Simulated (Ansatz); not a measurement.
# 1T-PbBrI monolayer in a perpendicular field, part 2 of 2

Aim: how the 1T-PbBrI monolayer screens a field along its normal, and what the field does to its bands. A positive field points along +c.

Ansatz 0.2.0; plane-wave DFT, PBE-D3(BJ), Ansatz PAW.

So far. Step 2 (Relaxing the slab): The lattice constant a goes from 4.142 to 4.473 Å.

### 3. Single point, field 0

A sawtooth potential applies the field, turning back in the middle of the vacuum. With the dipole correction the typed value is the field outside the slab. The induced dipole is small, so the SCF threshold is tight.

The cell differs from the one that the last finished run ended in (c 35.988 → 21.602 Å).

input.yaml

```yaml
crystal:
  lattice:
    - [4.4732644148, 0.0, 0.0]
    - [-2.2366322074, 3.873960621, 0.0]
    - [0.0, 0.0, 21.6021044967]
  atoms:
    - { symbol: I, position: [0.6666666667, 0.3333333333, 0.4166260746] }
    - { symbol: Pb, position: [0.0, 0.0, 0.5073106904] }
    - { symbol: Br, position: [0.3333333333, 0.6666666667, 0.5833739254] }
kpoints:
  mp_grid: { grid: [12, 12, 1] }
  band_path:
    path: [[0, 0, 0], [0.5, 0, 0], [0.33333333, 0.33333333, 0], [0, 0, 0]]
    npoints: 16
hamiltonian:
  xc: pbe
  dispersion: d3bj
scf:
  occupations: { method: fermi_dirac, width: 0.02585 }
  convergence: { dr2_threshold: 1.0e-10 }
efield:
  axis: 3
  dipole_correction: true
  ramp_position: 0.97
  ramp_width: 0.06
  amplitude: 0
output:
  dos: { projected: true, e_range: [-6, 5] }
  write_potential: true
  write_density: true
  volumetric_format: npy
  elf: true
```

Launch:

```console
ansatz run input.yaml --threads 2 --pin off --max-ram 3072MiB --backend cpu --events-out ev --progress --plain --runs-dir out
```

Numbers of over 12 decimals in the logs are rounded to 6 here.

What it wrote:

```text
[...]
Crystal: 3 atoms, lattice volume = 374.348 Å³
Basis set: ecut = 420 eV, 7303 PW (Γ)
Bands: 23, of which v1, the nominal top of the filled ones, is band 19 counted from 1 (18 counted from 0)
Symmetry: 6 space group operations
[...]
k-points: 19 of 144 (time reversal used)
[...]
SCF iter   1: F=—  HF=-22205.477378 eV  |F-HF|=—  |Δ(HF+E_count)|=         —  Δρ=4.72e-4  dr2=1.86e-3  ethr=1.77e-3  p=-0.014 e·Å  D=-6.79e-3 V/Å  ΔV_dip=0.15 eV  dr2_dipole=2.09e-4  V_vac-E_F(+/−)=5.37/5.22 eV  ⟨swp⟩=10.2  Hψ=2845  notcnv=0
efield: sawtooth ramp at fractional position 0.9700 (set: `efield.ramp_position`, or a place that a band, a saddle search or an elastic batch's reference lends), width 0.0600; the density the first Hamiltonian is built on has a dipole p = -0.014 e·Å; the dipole correction subtracts the counter field D = -6.79e-3 V/Å, which shifts the + side's vacuum level by +0.15 eV against the − side's; the planar-averaged density in the ramp window peaks in size at 4.4e-6 e/Å³
[...]
SCF iter   2: F=—  HF=-22205.478871 eV  |F-HF|=—  |Δ(HF+E_count)|=   1.49e-3  Δρ=3.48e-4  dr2=1.55e-3  ethr=4.90e-6  p=-0.025 e·Å  D=-1.20e-2 V/Å  ΔV_dip=0.26 eV  dr2_dipole=1.90e-4  V_vac-E_F(+/−)=5.40/5.14 eV  ⟨swp⟩=3.3  Hψ=1192  notcnv=0
[...]
SCF iter  10: F=-22205.479025 eV  HF=-22205.479025 eV  |F-HF|=1.82e-11  |Δ(HF+E_count)|=  3.27e-11  Δρ=5.89e-8  dr2=2.25e-11  ethr=1.00e-12  p=-0.024 e·Å  D=-1.16e-2 V/Å  ΔV_dip=0.25 eV  dr2_dipole=6.09e-13  V_vac-E_F(+/−)=5.37/5.12 eV  ⟨swp⟩=5.2  Hψ=1340  notcnv=0
SCF 1 converged in 10 iterations: F = -22205.479025 eV  dr2 = 2.25e-11
[...]
NSCF: frozen V_eff on 49 k-points
efield: sawtooth ramp at fractional position 0.9700 (kept from the solve that this one continues, or follows in the run), width 0.0600; the density the first Hamiltonian is built on has a dipole p = -0.024 e·Å; the dipole correction subtracts the counter field D = -1.16e-2 V/Å, which shifts the + side's vacuum level by +0.25 eV against the − side's; the planar-averaged density in the ramp window peaks in size at 4.2e-6 e/Å³
[...]
SCF converged after 10 iterations
Free energy (F): -22205.479025 eV
[...]
Internal energy: -22205.479025 eV  (E = F + TS)
E sigma→0 (E₀):  -22205.479025 eV
Fermi energy:    -1.939317 eV
Dipole field:    D = -0.011608 V/Å  (p = -0.024015 e·Å, saw-weighted, corrected)
Work function:   Φ+ = 5.3700 eV   Φ− = 5.1193 eV
Levels:          The Fermi level and band energies are counted from a zero that moves with the ramp; work functions are not
[...]
--- Band table (eV; the first three rows and the last of 19) ---
  k-point 0: bands = [... 15 lower, -4.4603, -3.7244, -3.6736, -3.6736, -0.5939, 0.6042, 0.6042, 2.6261]
  k-point 1: bands = [... 15 lower, -4.4526, -3.9629, -3.6988, -3.5103, -0.3960, 0.5175, 0.6657, 2.7532]
  k-point 2: bands = [... 15 lower, -4.5188, -4.2683, -3.7633, -3.3882, -0.1248, 0.5885, 0.8146, 2.9635]
  k-point 18: bands = [... 15 lower, -5.4958, -4.3593, -4.2042, -3.4534, 0.6699, 1.0130, 1.4704, 4.3849]
```

Wall time 5.7 s (2 threads of AMD EPYC 9R45, shared host); peak memory 0.7 GiB; 11 s of CPU time.

The column dr2 measures how far the density is from self-consistency, as an energy; F and HF (Harris–Foulkes) agree once it is small.

Numbers from this step:

| Quantity | Value |
| --- | --- |
| dipole along the normal | -0.02401 e·Å |
| gap along the path | 2.760 eV |
| smallest direct gap along the path | 3.063 eV |
| step between the vacuum levels | 0.2508 eV |
| ionisation energy, upper face | 6.784 eV |
| electron affinity, upper face | 4.025 eV |
| ionisation energy, lower face | 6.533 eV |
| gap, the smaller of path and mesh | 2.760 eV |

Running mean over a fixed 2.7 Å (it still follows the layers) of the planar mean; the ramp of the sawtooth is left out. Electron's electrostatic potential energy less the Fermi level against z:

```
z (Å)  electron's electrostatic potential energy less the Fermi level (eV)
    3                                                                 5.12
    4                                                                 5.12
    5                                                                 5.12
    6                                                                 5.07
    7                                                                 4.30
    8                                                                 2.25
    9                                                               -0.180
   10                                                                -2.87
   11                                                                -3.93
   12                                                                -4.10
   13                                                               -0.448
   14                                                                 2.97
   15                                                                 5.22
   16                                                                 5.36
   17                                                                 5.37
   18                                                                 5.37
```

The density of states has structure finer than the step of the table below, so its rows give means over 0.25 eV, whole bins alone (the curve runs from -6 to 3.32 eV). Peaks (eV: height): -2.330: 14.5, -2.250: 13.4, -1.530: 8.78, -1.450: 10.1, 2.600: 10.7, 2.900: 10.9, 3.210: 9.72.

Density of states against energy, zero at the Fermi level of the run, which the smearing sets inside the gap; means over each step:

```
energy (eV)  density of states (states/eV a cell)
      -4.50                                     0
      -4.25                                 0.956
      -4.00                                  3.41
      -3.75                                  2.42
      -3.50                                  3.34
      -3.25                                  5.64
      -3.00                                  4.00
      -2.75                                  2.48
      -2.50                                  2.93
      -2.25                                  7.98
      -2.00                                  4.10
      -1.75                                  3.21
      -1.50                                  5.25
      -1.25                                     0
      -1.00                                     0
      -0.75                                     0
      -0.50                                     0
      -0.25                                     0
       0.00                                     0
       0.25                                     0
       0.50                                     0
       0.75                                     0
       1.00                                     0
       1.25                               0.00564
       1.50                                 0.279
       1.75                                 0.676
       2.00                                  2.69
       2.25                                  2.15
       2.50                                  4.43
       2.75                                  3.29
       3.00                                  6.02
```

Projected DOS per atom over height of the atomic layer and energy from the Fermi level. Layers: I Pb Br from below.

Values in states/eV, 22 rows by 3 columns, each cell a mean:
```
0.73 3.52 0.65
0.51 3.03 0.45
0.37 1.91 0.32
0.19 1.18 0.15
0.02 0.16 0.01
0.00 0.00 0.00
0.00 0.00 0.00
0.00 0.00 0.00
0.00 0.00 0.00
0.00 0.00 0.00
0.00 0.00 0.00
2.20 0.63 1.38
2.97 0.22 0.93
3.66 0.14 2.45
0.56 0.33 1.89
1.26 0.98 3.07
0.72 0.70 1.49
0.67 0.73 1.06
0.00 0.00 0.00
0.00 0.00 0.00
0.00 0.00 0.00
0.00 0.00 0.00
```
Columns: height of the atomic layer (Å) from 9 to 12.6 (not evenly spaced); rows upwards: energy from the Fermi level (eV) from -5.96 to 3.31.

The electronic bands at the labelled points (eV, zero at the Fermi level of the run, which the smearing sets inside the gap):

```
  point  band 16  band 17  band 18  band 19  band 20  band 21  band 22  band 23
      Γ    -2.52    -1.78    -1.73    -1.73     1.35     2.54     2.54     4.57
halfway    -2.87    -2.35    -1.90    -1.50     1.90     2.89     2.91     5.10
      M    -3.18    -2.29    -2.05    -1.93     2.06     3.10     3.19     4.82
halfway    -3.27    -2.34    -2.26    -1.63     2.47     2.91     3.27     5.32
      K    -3.56    -2.42    -2.26    -1.51     2.61     2.95     3.41     6.32
halfway    -2.79    -2.36    -2.10    -1.43     2.27     2.61     3.07     5.35
      Γ    -2.52    -1.78    -1.73    -1.73     1.35     2.54     2.54     4.57
```

ELF in the ca plane at fractional y = 0.000, with atoms of Pb within 0.2 Å of it. It is the smooth field of the valence electrons, not physical close to the nuclei.

Ten even steps from '0' (0.00) to '9' (0.76), each cell a mean:
```
00000000000000000000024410154200000000000000
00000000000000000011113544553100000000000000
00000000000000001344322345432122100000000000
00000000000000124678763222223565421000000000
00000000000000146899986211136888642000000000
00000000000000247999997310158999752100000000
00000000000000247899997310147998742100000000
00000000000000135789974211124677531000000000
00000000000000013466542234322333210000000000
00000000000000000122223455542111000000000000
00000000000000000000024521354200000000000000
00000000000000000000025400155300000000000000
```
Columns run along c (16.0 Å, from fractional 0.09 to 0.83 of the cell), rows up along a (4.5 Å). Atoms in or near the plane, at fractional coordinates: Pb at (0.51, 0.00).

Valence density in the ca plane at fractional y = 0.000, with atoms of Pb within 0.2 Å of it. It is the smooth field of the valence electrons, not physical close to the nuclei.

Values in units of 1e0 e/Å³, 7 rows by 16 columns, each cell a mean:
```
0.0 0.0 0.0 0.0 0.0 0.0 0.0 0.1 1.7 4.0 0.3 0.0 0.0 0.0 0.0 0.0
0.0 0.0 0.0 0.0 0.0 0.0 0.0 0.1 0.3 0.6 0.1 0.0 0.0 0.0 0.0 0.0
0.0 0.0 0.0 0.0 0.0 0.0 0.1 0.2 0.1 0.1 0.1 0.1 0.0 0.0 0.0 0.0
0.0 0.0 0.0 0.0 0.0 0.0 0.1 0.2 0.1 0.1 0.2 0.1 0.0 0.0 0.0 0.0
0.0 0.0 0.0 0.0 0.0 0.0 0.1 0.2 0.1 0.1 0.1 0.1 0.0 0.0 0.0 0.0
0.0 0.0 0.0 0.0 0.0 0.0 0.0 0.1 0.6 1.1 0.2 0.0 0.0 0.0 0.0 0.0
0.0 0.0 0.0 0.0 0.0 0.0 0.0 0.1 2.3 5.5 0.4 0.0 0.0 0.0 0.0 0.0
```
Columns run along c (16.0 Å, from fractional 0.09 to 0.83 of the cell), rows up along a (4.5 Å). Atoms in or near the plane, at fractional coordinates: Pb at (0.51, 0.00).

Electrostatic potential energy in the ca plane at fractional y = 0.000, with atoms of Pb within 0.2 Å of it. With pseudopotentials it is smooth inside the atoms' cores, unlike the true potential.

Ten even steps from '0' (-33 eV) to '9' (3 eV), each cell a mean:
```
99999999999999997300001689999999999999999999
99999999999999998610004789999999999999999999
99999999999999998864457899999999999999999999
99999999999999999888888999999999999999999999
99999999999998888999999999999999999999999999
99999999999998888999999999999999999999999999
99999999999998888999999999999999999999999999
99999999999999889988889999999999999999999999
99999999999999999876678899999999999999999999
99999999999999998741126899999999999999999999
99999999999999998400002789999999999999999999
99999999999999997200100689999999999999999999
```
Columns run along c (16.0 Å, from fractional 0.18 to 0.92 of the cell; values clipped at the 3rd and 97th percentile), rows up along a (4.5 Å). Atoms in or near the plane, at fractional coordinates: Pb at (0.51, 0.00).

The gap is 2.76 eV, with the valence edge 6.78 eV and the conduction edge 4.02 eV under the upper vacuum level. Spin-orbit coupling, left out in this run, matters for the bands of elements this heavy.

### 4. Single point, field 0.1 V/Å

input.yaml: that of step 3 with these lines changed.

```diff
@@ -25,5 +25,4 @@
   ramp_width: 0.06
-  amplitude: 0
+  amplitude: 0.1
 output:
-  dos: { projected: true, e_range: [-6, 5] }
   write_potential: true
@@ -31,2 +30 @@
   volumetric_format: npy
-  elf: true
```

What it wrote:

```text
[...]
Crystal: 3 atoms, lattice volume = 374.348 Å³
Basis set: ecut = 420 eV, 7303 PW (Γ)
Bands: 23, of which v1, the nominal top of the filled ones, is band 19 counted from 1 (18 counted from 0)
Symmetry: 6 space group operations
[...]
k-points: 19 of 144 (time reversal used)
[...]
--- Band table (eV; the first three rows and the last of 19) ---
  k-point 0: bands = [... 15 lower, -4.4599, -3.7425, -3.7010, -3.7010, -0.6044, 0.5939, 0.5939, 2.4009]
  k-point 1: bands = [... 15 lower, -4.4532, -3.9883, -3.7254, -3.5281, -0.4055, 0.5052, 0.6553, 2.5019]
  k-point 2: bands = [... 15 lower, -4.5203, -4.2918, -3.7881, -3.4030, -0.1324, 0.5736, 0.8041, 2.7132]
  k-point 18: bands = [... 15 lower, -5.5035, -4.3657, -4.2256, -3.4649, 0.6584, 1.0001, 1.4595, 4.3267]
[key lines of the parts left out:]
SCF converged after 11 iterations
Free energy (F): -22205.479137 eV
Fermi energy:    -1.951608 eV
Dipole field:    D = 0.012696 V/Å  (p = 0.026266 e·Å, saw-weighted, corrected)
```

Elapsed: 5.8 s, on 2 threads; peak memory 0.65 GiB; 11 s of CPU time.

The dipole is 0.0263 e·Å, 0.0503 e·Å from its value without field, and the gap 2.763 eV.

### 5. Atoms held, field -0.1 V/Å

input.yaml: that of step 4 with these lines changed.

```diff
@@ -25,3 +25,3 @@
   ramp_width: 0.06
-  amplitude: 0.1
+  amplitude: -0.1
 output:
```

What it wrote:

```text
[...]
Crystal: 3 atoms, lattice volume = 374.348 Å³
Basis set: ecut = 420 eV, 7303 PW (Γ)
Bands: 23, of which v1, the nominal top of the filled ones, is band 19 counted from 1 (18 counted from 0)
Symmetry: 6 space group operations
[...]
k-points: 19 of 144 (time reversal used)
[...]
--- Band table (eV; the first three rows and the last of 19) ---
  k-point 0: bands = [... 15 lower, -4.4631, -3.7056, -3.6471, -3.6471, -0.5845, 0.6138, 0.6138, 2.6192]
  k-point 1: bands = [... 15 lower, -4.4540, -3.9379, -3.6730, -3.4927, -0.3876, 0.5285, 0.6753, 2.7398]
  k-point 2: bands = [... 15 lower, -4.5193, -4.2446, -3.7392, -3.3737, -0.1184, 0.6020, 0.8243, 2.9530]
  k-point 18: bands = [... 15 lower, -5.4892, -4.3531, -4.1834, -3.4425, 0.6804, 1.0249, 1.4805, 4.4260]
[key lines of the parts left out:]
SCF converged after 11 iterations
Free energy (F): -22205.483939 eV
Fermi energy:    -1.927744 eV
Dipole field:    D = -0.035902 V/Å  (p = -0.074273 e·Å, saw-weighted, corrected)
```

It took 6 s on 2 threads; peak memory 0.65 GiB.

The dipole is -0.0743 e·Å, -0.0503 e·Å from its value without field, and the gap 2.755 eV.

### 6. Response, atoms held

This step: plane-wave DFT, PBE-D3(BJ), Ansatz PAW; response to a field along the normal, atoms held (Ansatz 0.2.0).

The dipoles give the slope, and the difference of two potentials shows where the field is screened.

This step gave:

```yaml
equivalent_conductor_thickness_p_eps_0ae: 5.249 Å
distance_between_the_outer_atoms: 3.602 Å
```

Table of dipole of the cell by applied field:

```
applied field (V/Å)  dipole of the cell (e·Å)
            -0.1000                   -0.0743
             0.0000                   -0.0240
             0.1000                    0.0263
```

Local field over the applied field, running mean. From the potentials at -0.1 and 0.1 V/Å; running mean over 2.5 Å. Table of local field over applied field by z:

z (Å), local field over applied field and a bar:
```
      4.5      0.999 ##############################
      5.0      0.996 ##############################
      5.5      0.987 ##############################
      6.0      0.963 #############################
      6.5      0.906 ###########################
      7.0      0.794 #######################
      7.5      0.640 ##################
      8.0      0.467 ############
      8.5      0.303 #######
      9.0      0.177 ###
      9.5      0.112 #
     10.0      0.096 
     10.5      0.098 
     11.0      0.107 
     11.5      0.127 #
     12.0      0.163 ##
     12.5      0.241 #####
     13.0      0.374 #########
     13.5      0.535 ###############
     14.0      0.694 ####################
     14.5      0.833 ########################
     15.0      0.928 ############################
     15.5      0.974 #############################
     16.0      0.992 ##############################
     16.5      0.997 ##############################
     17.0      0.999 ##############################
     17.5      1.000 ##############################
```

Electrons, planar mean, per unit field. The induced electron density by z:

```
z (Å)  induced electron density (e/Å³ per V/Å)
 4.03                                   1.6e-6
 4.46                                   4.5e-6
 4.75                                   9.2e-6
 5.18                                   2.6e-5
 5.47                                   5.1e-5
 5.90                                   1.4e-4
 6.19                                   2.5e-4
 6.62                                   6.1e-4
 6.91                                  0.00105
 7.34                                  0.00213
 7.63                                  0.00295
 8.06                                  0.00317
 8.35                                  0.00211
 8.78                                  0.00142
 9.22                                   1.6e-4
 9.50                                   1.2e-4
 9.94                                  -4.0e-4
10.22                                  -5.3e-4
10.66                                  -3.4e-4
10.95                                   5.6e-5
11.38                                   4.7e-4
11.67                                   2.1e-4
12.10                                  -6.3e-4
12.39                                  -9.0e-4
12.82                                 -0.00137
13.25                                 -0.00263
13.54                                 -0.00317
13.97                                 -0.00231
14.26                                 -0.00149
14.69                                  -6.6e-4
14.98                                  -3.6e-4
15.41                                  -1.4e-4
15.70                                  -7.1e-5
16.13                                  -2.5e-5
16.42                                  -1.2e-5
16.85                                  -4.0e-6
17.14                                  -1.9e-6
17.57                                  -6.2e-7
```

The smaller of the gaps on the path and on the k-mesh, counted as 0 under 0.03 eV. Gap against applied field:

```
applied field (V/Å)  gap (eV)
            -0.1000      2.76
             0.0000      2.76
             0.1000      2.76
```

By hand: between -0.1 and 0.1 V/Å the dipole changes by 0.1005 e·Å, a slope of 0.5027 e·Å²/V. A perfect conductor of thickness t has p = ε₀AEt, so t = 180.95 × 0.5027 / 17.329 = 5.25 Å (e/ε₀ = 180.95 V·Å, A in Å²).

The induced dipole is that of a conductor 5.25 Å thick.

### 7. What came out

```json
{
 "gap without field": "2.76 eV",
 "ionisation energy, upper face": "6.78 eV",
 "electron affinity, upper face": "4.02 eV",
 "step between the vacuum levels": "0.251 eV",
 "equivalent conductor thickness, atoms held": "5.25 Å"
}
```

The induced dipole equals that of a perfect conductor 5.25 Å thick, while the outer atoms lie 3.60 Å apart; an out-of-plane ε follows only once a thickness t is chosen, by 1 − 1/ε = 5.25 Å / t. The two faces differ: the vacuum level above lies 0.25 eV higher than the one below. The gap stays within 0.01 eV of 2.76 eV over the fields run, up to 0.1 V/Å in size. Semilocal functionals give gaps that are too small, and excitons are not included. Spin-orbit coupling is left out, which matters for the bands of elements this heavy.

[Logs are printed without paths, hosts, clocks, repeated set-up lines and the standing remarks that a program may print on its own settings, such as how far it seeks lower states.]

[Hosts, paths, dates, database ids (printed as entryN), source tags and the programs' standing remarks are cut or masked in the printed files.]

[Maps of the electrostatic potential energy from Ansatz leave out the sawtooth potential of an applied field or a dipole correction, so their vacuum need not be flat; planar profiles and work functions include it.]

[The density of states shown here was stored with 400 of the rows of the run's finer table, so its peaks can read low, often by over a quarter, or be missed, and its means over a window can be off by a tenth or more.]
